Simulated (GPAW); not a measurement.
Two runs for the Mg K edge of atom 1 in LiMg (P-6m2). Run A: GPAW, LDA, excited-electron core hole (neutral cell), 16-atom cell with 7.4 Å between holes, 5×5×5 k points, dipole transitions, Gaussian full width 0.9 eV up to 4 eV, rising linearly to 3.5 eV at 25 eV. Run B differs in one choice.

Energy from the lowest empty level; intensity scaled to a mean of 1 over the first 20 eV:

| E (eV) | A | B |
| --- | --- | --- |
| -2.00 | 0.00 | 0.00 |
| -1.25 | 0.00 | 0.00 |
| -0.50 | 0.08 | 0.12 |
| 0.25 | 0.62 | 0.86 |
| 1.00 | 0.85 | 0.80 |
| 1.75 | 0.93 | 0.92 |
| 2.50 | 0.98 | 1.12 |
| 3.25 | 0.88 | 0.78 |
| 4.00 | 1.01 | 1.09 |
| 4.75 | 1.05 | 1.27 |
| 5.50 | 1.04 | 1.36 |
| 6.25 | 1.15 | 1.53 |
| 7.00 | 1.21 | 1.31 |
| 7.75 | 1.34 | 1.08 |
| 8.50 | 1.28 | 1.08 |
| 9.25 | 1.29 | 1.25 |
| 10.00 | 1.36 | 1.43 |
| 10.75 | 1.29 | 1.36 |
| 11.50 | 1.16 | 1.17 |
| 12.25 | 1.11 | 1.10 |
| 13.00 | 1.13 | 1.06 |
| 13.75 | 1.09 | 0.98 |
| 14.50 | 1.02 | 0.91 |
| 15.25 | 0.93 | 0.84 |
| 16.00 | 0.84 | 0.74 |
| 16.75 | 0.76 | 0.66 |
| 17.50 | 0.69 | 0.60 |
| 18.25 | 0.63 | 0.55 |
| 19.00 | 0.59 | 0.51 |
| 19.75 | 0.58 | 0.48 |
| 20.50 | 0.59 | 0.46 |
| 21.25 | 0.61 | 0.48 |
| 22.00 | 0.64 | 0.53 |
| 22.75 | 0.66 | 0.58 |
| 23.50 | 0.67 | 0.61 |
| 24.25 | 0.65 | 0.63 |
| 25.00 | 0.62 | 0.65 |
| 25.75 | 0.59 | 0.68 |
| 26.50 | 0.59 | 0.75 |
| 27.25 | 0.62 | 0.84 |
| 28.00 | 0.68 | 0.91 |
| 28.75 | 0.76 | 0.95 |
| 29.50 | 0.84 | 0.94 |
| 30.25 | 0.88 | 0.91 |
| 31.00 | 0.89 | 0.87 |

Q: What was changed?
a) the size of the supercell
b) the plane-wave cutoff
c) the broadening
d) the volume of the cell

(a): run B changes the supercell atoms from 16 to 4, and the k mesh follows the cell. The scaled spectrum changes by 15 % r.m.s. Another feature, at 6.1 eV (1.54), becomes the highest below 16 eV; the one at 10.0 eV (1.36) is now at 10.2 eV (1.44). Other settings could leave a like mark; this is the one that was changed.

[Hosts, paths, dates, database ids (printed as entryN), source tags and the programs' standing remarks are cut or masked in the printed files.]

[Lists of maxima count a maximum above −3 eV only where it reaches 4 % of the highest in the window and stands out from its surroundings by 2 % of it (1.5 % where it reaches 55 %); shoulders and weaker maxima are passed over, and of the rest the first, up to two pre-edge ones and the few strongest are named.]
